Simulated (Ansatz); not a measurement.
# Twisted Zr2CO2 MXene bilayer, 87.80° (130 atoms): geometry optimisation, part 2 of 2

How does twisted Zr2CO2 MXene bilayer, 87.80° (130 atoms) relax, and what do bonds, charges and levels look like afterwards?

Ansatz 0.2.0; Kohn-Sham DFT, r2SCAN+D4, PAW (set soft_2), plane waves.

The cell: 26 C, 52 Zr and 52 O. The Brillouin zone is sampled at Γ only, in a cell whose shortest periodic width is 10 Å.

So far. Step 3 (Relaxation): The relaxation changed the energy by -7.29 meV/atom, and atoms moved by 0.045 Å r.m.s., 0.098 Å at most.

### Step 5. Single point at the relaxed geometry

One more single point at the end of the walk gives the fuller output and checks the residual forces.

File input.yaml:

```yaml
crystal:
  lattice:
    - [11.9344, 0.0, 0.0]
    - [-5.9672, 10.33549, 0.0]
    - [0.0, 0.0, 28.11]
  atoms:
    - { symbol: C, position: [0.99985, 0.99981, 0.36775] }
    - { symbol: Zr, position: [0.12824, 0.17923, 0.41743] }
    - { symbol: Zr, position: [0.17933, 0.05106, 0.31804] }
    - { symbol: O, position: [0.17927, 0.05007, 0.44946] }
    - { symbol: O, position: [0.12803, 0.17929, 0.2858] }
    - { symbol: C, position: [0.07681, 0.30761, 0.36772] }
    - { symbol: Zr, position: [0.20475, 0.48683, 0.4173] }
    - { symbol: Zr, position: [0.25627, 0.35877, 0.31813] }
    - { symbol: O, position: [0.25586, 0.35867, 0.44972] }
    - { symbol: O, position: [0.20503, 0.48703, 0.28579] }
    - { symbol: C, position: [0.15352, 0.61513, 0.36776] }
    - { symbol: Zr, position: [0.28193, 0.79486, 0.41729] }
    - { symbol: Zr, position: [0.33316, 0.66648, 0.31793] }
    - { symbol: O, position: [0.33315, 0.66647, 0.44898] }
    - { symbol: O, position: [0.28185, 0.79457, 0.28578] }
    - { symbol: C, position: [0.23067, 0.92284, 0.36769] }
    - { symbol: Zr, position: [0.35891, 0.10245, 0.4174] }
    - { symbol: Zr, position: [0.41013, 0.97416, 0.31812] }
    - { symbol: O, position: [0.41012, 0.97447, 0.44986] }
    - { symbol: O, position: [0.35882, 0.10244, 0.28578] }
    - { symbol: C, position: [0.30749, 0.23054, 0.36779] }
    - { symbol: Zr, position: [0.43562, 0.41018, 0.41782] }
    - { symbol: Zr, position: [0.48696, 0.28185, 0.31804] }
    - { symbol: O, position: [0.4871, 0.28248, 0.44943] }
    - { symbol: O, position: [0.43571, 0.41003, 0.28582] }
    - { symbol: C, position: [0.38448, 0.53817, 0.36777] }
    - { symbol: Zr, position: [0.51277, 0.71765, 0.41729] }
    - { symbol: Zr, position: [0.56393, 0.5895, 0.31814] }
    - { symbol: O, position: [0.5642, 0.58944, 0.44987] }
    - { symbol: O, position: [0.51259, 0.71774, 0.28578] }
    - { symbol: C, position: [0.46145, 0.84608, 0.36775] }
    - { symbol: Zr, position: [0.58943, 0.0252, 0.41783] }
    [... 92 atom lines left out ...]
    - { symbol: O, position: [0.0251, 0.58956, 0.55008] }
    - { symbol: C, position: [0.92294, 0.23065, 0.63215] }
    - { symbol: Zr, position: [0.10235, 0.35888, 0.68183] }
    - { symbol: Zr, position: [0.05082, 0.17932, 0.58252] }
    - { symbol: O, position: [0.05114, 0.17941, 0.71414] }
    - { symbol: O, position: [0.10269, 0.35882, 0.55023] }
kpoints:
  mp_grid: { grid: [1, 1, 1] }
hamiltonian:
  xc: r2scan
  dispersion: d4
scf:
  occupations: { method: fermi_dirac, width: 0.025 }
output:
  forces: true
  populations: intrinsic
  dos:
    method: { smearing: { sigma: 0.1 } }
    de: 0.1
    projected:
      site_lists:
        C: [C]
        O: [O]
        Zr: [Zr]
        layer_1: [0, 1, 2, 3, 4, 5, 6, 7, 8, 9, 10, 11, 12, 13, 14, 15, 16, 17, 18, 19, 20, 21, 22, 23, 24, 25, 26, 27, 28, 29, 30, 31, 32, 33, 34, 35, 36, 37, 38, 39, 40, 41, 42, 43, 44, 45, 46, 47, 48, 49, 50, 51, 52, 53, 54, 55, 56, 57, 58, 59, 60, 61, 62, 63, 64]
        layer_2: [65, 66, 67, 68, 69, 70, 71, 72, 73, 74, 75, 76, 77, 78, 79, 80, 81, 82, 83, 84, 85, 86, 87, 88, 89, 90, 91, 92, 93, 94, 95, 96, 97, 98, 99, 100, 101, 102, 103, 104, 105, 106, 107, 108, 109, 110, 111, 112, 113, 114, 115, 116, 117, 118, 119, 120, 121, 122, 123, 124, 125, 126, 127, 128, 129]
  eigenvalues: true
  write_density: true
  write_potential: true
  volumetric_format: npy
```

Launch:

```console
ansatz run input.yaml --threads 8 --pin off --max-ram 15872MiB --backend cpu --events-out ev --progress --plain --runs-dir out
```

The log of the run:

```text
[...]
Crystal: 130 atoms, lattice volume = 3467.309 Å³
Basis set: ecut = 500 eV, 88051 PW (Γ), exchange–correlation on 360×360×864 points (64 copies of the dense FFT grid, shifted against one another)
Bands: 650, of which v1, the nominal top of the filled ones, is band 520 counted from 1 (519 counted from 0)
Symmetry: 1 space group operations
[...]
k-points: 1
[...]
SCF iter   1: F=—  HF=-254437.265017 eV  |F-HF|=—  |Δ(HF+E_count)|=         —  Δρ=1.07e-2  dr2=5.52e0  dr2_τ=8.38e0  ethr=1.77e-3  ⟨swp⟩=8.0  Hψ=2511  notcnv=0  defer=76
[...]
SCF iter  11: F=-254439.573343 eV  HF=-254439.573343 eV  |F-HF|=6.72e-9  |Δ(HF+E_count)|=   5.93e-8  Δρ=5.36e-7  dr2=1.33e-8  dr2_τ=7.78e-10  ethr=9.62e-12  ⟨swp⟩=21.0  Hψ=5738  notcnv=0
SCF 1 converged in 11 iterations: F = -254439.573343 eV  dr2 = 1.33e-8
[...]
WARN: The output density's exchange-correlation potential varies sharply where the density is thin. Do not read a vacuum level from v_tot or v_xc, or from such a field of the output density. On a cell that repeats whose density bears no net charge and no dipole along the vacuum's axis use v_es (v_loc + v_h of the components); [...]
SCF converged after 11 iterations
Free energy (F): -254439.573343 eV
[...]
Internal energy: -254439.573343 eV  (E = F + TS)
E sigma→0 (E₀):  -254439.573343 eV
Fermi energy:    3.999732 eV
[...]
--- Forces (eV/Å), atoms counted from 1 ---
  atom   1  C     -0.00165913    -0.00096696     0.00965947
  atom   2  Zr     0.00438096    -0.00009823    -0.01503659
  atom   3  Zr    -0.00162843     0.00202015    -0.01179701
  atom   4  O      0.00000745     0.00238738     0.01440978
  atom   5  O     -0.00036470    -0.00189184     0.00969256
  atom   6  C     -0.00125488     0.00000788     0.00715785
  atom   7  Zr    -0.00077958     0.00050435    -0.01336169
  atom   8  Zr     0.00222259    -0.00089933    -0.01440624
  atom   9  O     -0.00196977     0.00022226     0.00871010
  atom  10  O      0.00085238     0.00195507     0.01013718
  atom  11  C      0.00447489    -0.00063974     0.00767862
  atom  12  Zr    -0.00278470    -0.00362951    -0.01587154
  atom  13  Zr     0.00051464    -0.00433037    -0.01360685
  atom  14  O      0.00156251     0.00053323     0.00922041
[...]
atom 129  O     -0.00003028    -0.00258219    -0.00581645
  atom 130  O      0.00455385    -0.00231676    -0.00737131
  max |Σ_I F_I| component: 3.87e-5 eV/Å
--- Band table (eV) ---
[...]
--- intrinsic populations: 130 sites ---
  site symbol       q [e]
     0      C      5.0212
     1     Zr     10.7723
     2     Zr     10.7597
[...]
129      O      6.7224
  spilling = 0.000000 (of n_electrons = 1040.000000)
```

The job ended after 40 s (8 threads of AMD EPYC 9R45, shared host; peak memory 12 GiB).

The program notes that the exchange-correlation potential is rough where the density is thin.

Read from the output:

```yaml
free_energy: -254439.5733 eV
free_energy_per_atom: -1957.2275 eV/atom
scf_cycles: 11
r_m_s_force_component: 0.00684 eV/Å
longest_force: 0.01963 eV/Å
fermi_energy: 4 eV
spacing_of_highest_filled_and_lowest_empty_level: 1.676 eV
potential_in_mid_vacuum_over_the_fermi_level: 4.63 eV
potential_4p5_a_over_the_upper_face: 4.63 eV
potential_4p5_a_under_the_lower_face: 4.63 eV
```

Intrinsic-atomic-orbital charges by element:

| element | coordination | atoms | mean charge (e) | spread | least | most |
| --- | --- | --- | --- | --- | --- | --- |
| C | all | 26 | -1.02 | 9.0e-4 | -1.02 | -1.02 |
| O | all | 52 | -0.724 | 0.003 | -0.727 | -0.715 |
| Zr | all | 52 | 1.23 | 0.0061 | 1.22 | 1.24 |

By region:

| region | atoms | mean length of the force (eV/Å) | net charge (e) |
| --- | --- | --- | --- |
| layer 1 | 65 | 0.012 | 0 |
| layer 2 | 65 | 0.011 | 0 |

States in the cell by windows of 1 eV, zero at the Fermi level; the larger projections on atomic orbitals stand beside the total:

| from (eV) | to (eV) | total | layer 2 | layer 1 | Zr d | O p | C p | C s |
| --- | --- | --- | --- | --- | --- | --- | --- | --- |
| -18 | -12 | 0.0 | 0.0 | 0.0 | 0.0 | 0.0 | 0.0 | 0.0 |
| -12 | -11 | 9.0 | 4.5 | 4.5 | 1.0 | 0.2 | 0.0 | 5.3 |
| -11 | -10 | 43.0 | 21.4 | 21.4 | 10.1 | 0.5 | 0.1 | 26.4 |
| -10 | -7 | 0.0 | 0.0 | 0.0 | 0.0 | 0.0 | 0.0 | 0.0 |
| -7 | -6 | 63.7 | 31.8 | 31.7 | 16.8 | 36.6 | 5.6 | 0.1 |
| -6 | -5 | 171.8 | 85.4 | 85.4 | 37.5 | 122.5 | 5.0 | 1.3 |
| -5 | -4 | 76.5 | 37.9 | 37.9 | 8.1 | 60.4 | 3.0 | 1.1 |
| -4 | -3 | 47.4 | 23.4 | 23.4 | 15.3 | 7.7 | 21.4 | 0.1 |
| -3 | -2 | 85.0 | 41.9 | 41.8 | 21.0 | 17.8 | 41.9 | 0.1 |
| -2 | -1 | 15.8 | 7.8 | 7.8 | 2.6 | 4.5 | 7.7 | 0.0 |
| -1 | 0 | 7.8 | 3.8 | 3.8 | 1.0 | 1.8 | 4.9 | 0.0 |
| 0 | 1 | 29.7 | 14.5 | 14.5 | 22.6 | 4.7 | 1.4 | 0.3 |
| 1 | 2 | 30.3 | 14.7 | 14.7 | 23.7 | 4.2 | 1.3 | 0.0 |
| 2 | 3 | 101.9 | 50.2 | 50.2 | 87.1 | 5.8 | 4.8 | 0.2 |

Between -26 and -18 eV lie 104 more states.

About 416 of the 1040 electrons lie in deeper levels, below the stored range.

The levels nearest the highest filled one (over half full), pooled over k-points and spins:

| level less the highest filled one (eV) | occupation |
| --- | --- |
| -1.12 | 2 |
| -1.04 | 2 |
| -9.0e-4 | 2 |
| -7.0e-4 | 2 |
| -1.0e-4 | 2 |
| 0 | 2 |
| 1.68 | 0 |
| 1.69 | 0 |
| 1.69 | 0 |
| 1.69 | 0 |
| 1.69 | 0 |
| 1.69 | 0 |

Planar average of the electrostatic potential energy along the normal, with the Fermi level as zero, after a running mean with a triangular window 4 Å wide at its base:

| height (Å) | potential energy (eV) |
| --- | --- |
| 0.0 | 4.63 |
| 0.8 | 4.63 |
| 1.6 | 4.63 |
| 2.3 | 4.63 |
| 3.3 | 4.63 |
| 4.0 | 4.63 |
| 4.8 | 4.62 |
| 5.6 | 4.50 |
| 6.4 | 3.26 |
| 7.2 | -0.58 |
| 7.9 | -6.39 |
| 8.8 | -10.79 |
| 9.6 | -10.38 |
| 10.4 | -9.79 |
| 11.2 | -10.63 |
| 12.0 | -10.46 |
| 12.8 | -6.33 |
| 13.5 | -1.17 |
| 14.4 | -0.62 |
| 15.2 | -5.42 |
| 16.0 | -10.03 |
| 16.8 | -10.82 |
| 17.6 | -9.83 |
| 18.3 | -10.18 |
| 19.1 | -10.96 |
| 20.0 | -7.27 |
| 20.8 | -1.48 |
| 21.6 | 2.83 |
| 22.4 | 4.41 |
| 23.2 | 4.62 |
| 23.9 | 4.63 |
| 24.7 | 4.63 |
| 25.6 | 4.63 |
| 26.4 | 4.63 |
| 27.2 | 4.63 |
| 28.0 | 4.63 |

Electrostatic potential energy in the ca plane at fractional y = 0.025, with atoms of Zr and O within 0.2 Å of it. With pseudopotentials it is smooth inside the atoms' cores, unlike the true potential.

Values in eV, 13 rows by 16 columns, each cell a mean:
```
  1   6   8   7   3   2  -8  -6   0   7   8   9   9   9   9   9
-17   3   8 -10 -15   5  -3 -38 -21   5   8   9   9   9   9   9
 -8   4   8   1  -5   2   1 -23 -10   6   8   9   9   9   9   9
  2   6   8   4 -14 -10   4   2   3   8   9   9   9   9   9   9
-27   0   8   4  -7  -3   2 -18  -6   7   9   9   9   9   9   9
-38  -4   8  -1  -6   3   0 -32 -15   6   8   9   9   9   9   9
 -7   1   8   3 -23 -18   3  -2 -13   5   9   9   9   9   9   9
 -4  -7   8   1 -35 -29   3   4 -28   1   9   9   9   9   9   9
-17   2   8   6  -4  -3  -1   2   3   8   9   9   9   9   9   9
 -7   4   8   6   1   0  -9   3   4   8   9   9   9   9   9   9
 -8 -19   8   5 -14 -10   4  -1   1   8   9   9   9   9   9   9
  0  -2   8   6  -5  -4   3  -4   1   7   9   9   9   9   9   9
  4   6   8   7   4  -3 -26   3   4   8   9   9   9   9   9   9
```
Columns run along c (16.0 Å, from fractional 0.41 to 0.98 of the cell; values clipped at the 3rd and 97th percentile), rows up along a (11.9 Å). Atoms in or near the plane, at fractional coordinates: Zr at (0.42, 0.59), Zr at (0.58, 0.44), O at (0.71, 0.44).

Valence density in the ca plane at fractional y = 0.025, with atoms of Zr and O within 0.2 Å of it. It is the smooth field of the valence electrons, not physical close to the nuclei.

Ten steps, logarithmic in the rise over the least value, from '0' (0.0 e/Å³) to '9' (6.2 e/Å³), each cell a mean:
```
65432221100011222345665432110000000000000000
44333332100134543334444565321000000000000000
33456543111258875322236888631000000000000000
33566532101368985322236898731000000000000000
54454321000246654323335777521000000000000000
65432211000012344443433344432100000000000000
65432221100011356654433234553200000000000000
44444321100012356543333334553200000000000000
34788742100135654322234676532100000000000000
25888862000257764322235888631000000000000000
24788752100246764322335777521000000000000000
33456543210123456543333455543200000000000000
32234666420012588874222246886310000000000000
22234787420012688885222247998410000000000000
22345565310012478864332235775310000000000000
33466532100011234444443333432100000000000000
44566531000011222345665432111000000000000000
43444432100001122345665322211000000000000000
33234676410001234444443333332100000000000000
22235898521012356653332334554200000000000000
22235787521123456643323345553200000000000000
43333454210012334434443333332100000000000000
65432221100011222345665432111000000000000000
76532110000001112356775432110000000000000000
```
Columns run along c (16.0 Å, from fractional 0.37 to 0.94 of the cell), rows up along a (11.9 Å). Atoms in or near the plane, at fractional coordinates: Zr at (0.42, 0.59), Zr at (0.58, 0.44), O at (0.71, 0.44).

Mean intrinsic-atomic-orbital charges: C -1.02, O -0.72, Zr +1.23 e. The largest share in the top eV of filled states is C p (58 % of the projected weight), and in the lowest eV of empty states Zr d (79 % of the projected weight). The potential stands 5.47 eV above the highest filled level over the upper face and 5.47 eV under the lower one, a reading of the ionisation potential at this level on the run's k-points.

The surroundings of Zr128, picked at random, nearest first, numbered as they follow in the input and with coordinates relative to it.

| atom | x | y | z | distance (Å) | bonds | intrinsic-atomic-orbital charge (e) |
| --- | --- | --- | --- | --- | --- | --- |
| Zr128 | 0.00 | 0.00 | 0.00 | 0.00 | 6 | 1.23 |
| O85 | 1.83 | -0.52 | -0.90 | 2.11 | 3 | -0.72 |
| O130 | -0.45 | 1.86 | -0.91 | 2.11 | 3 | -0.72 |
| O100 | -1.38 | -1.33 | -0.90 | 2.12 | 3 | -0.72 |
| C126 | -1.83 | 0.53 | 1.40 | 2.36 | 6 | -1.02 |
| C81 | 0.46 | -1.85 | 1.40 | 2.37 | 6 | -1.02 |
| C86 | 1.38 | 1.33 | 1.40 | 2.37 | 6 | -1.02 |
| Zr118 | -3.21 | -0.79 | 0.00 | 3.31 | 6 | 1.23 |
| Zr123 | -2.29 | 2.39 | -0.01 | 3.31 | 6 | 1.23 |
| Zr83 | 2.30 | -2.38 | 0.00 | 3.31 | 6 | 1.23 |

The column of bonds counts only the pairs O-Zr within 2.82 Å, Zr-C within 2.81 Å; other neighbours, such as metal atoms beside each other in a compound, aren't counted, and periodic images can show an atom twice.

### Step 6. Summary of results

| Quantity | Value |
| --- | --- |
| energy change in the relaxation | -7.293 meV/atom |
| r.m.s. displacement | 0.045 Å |
| largest displacement | 0.098 Å |
| free energy per atom | -1957.2275 eV/atom |
| r.m.s. force component | 0.00684 eV/Å |
| gap (highest filled to lowest empty level) | 1.676 eV |
| potential in mid-vacuum, over the Fermi level | 4.63 eV |
| wall time of the 3 DFT runs | 3.1 min |

**Reading.** Relaxation lowers the energy by 7.29 meV/atom and moves atoms by 0.045 Å r.m.s.; the r.m.s. force component goes from 0.40 to 0.0068 eV/Å, and the gap from 1.66 to 1.68 eV. By the final cutoffs no bond was broken or made. First to last step the energy falls by 0.948 eV; the largest move, 0.10 Å, is that of Zr93. The Zr-C bonds change most in mean length: from 2.351 Å (spread 0.013) to 2.367 Å (spread 0.003). Counting bonds as in the table, all C atoms have 6, all O atoms have 3 and all Zr atoms have 6 bonded neighbours. Between filled and empty levels lie 1.68 eV at Γ alone; the mesh holds the band edges only if they fold onto it, so the gap at this level can be narrower or closed, while semilocal functionals tend to narrow gaps against experiment. The potential stands 5.47 eV above the highest filled level over the upper face and 5.47 eV under the lower one, a reading of the ionisation potential at this level on the run's k-points.

[Logs are printed without paths, hosts, clocks, repeated set-up lines and the standing remarks that a program may print on its own settings, such as how far it seeks lower states.]

[Hosts, paths, dates, database ids (printed as entryN), source tags and the programs' standing remarks are cut or masked in the printed files.]
